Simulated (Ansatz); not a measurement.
Reflectivity of As (R-3m) at normal incidence (Ansatz, PBEsol, independent particles, without spin-orbit coupling, line width 0.1 eV (Gaussian), carrier damping 0.05 eV):

```
E (eV)  R (%)
  1.00   64.0
  1.25   62.7
  1.50   61.9
  1.75   61.4
  2.00   60.9
  2.25   60.5
  2.50   59.9
  2.75   60.4
  3.00   64.1
  3.25   67.3
  3.50   66.6
  3.75   66.6
  4.00   65.9
  4.25   62.9
  4.50   58.2
  4.75   58.2
  5.00   56.7
```

**Question.** What colour would a polished face show in daylight?

**Answer.** Light grey: CIE x = 0.309, y = 0.323, luminous reflectivity 57 % under D65, from the mean over the axes.

[Logs are printed without paths, hosts, clocks, repeated set-up lines and the standing remarks that a program may print on its own settings, such as how far it seeks lower states.]
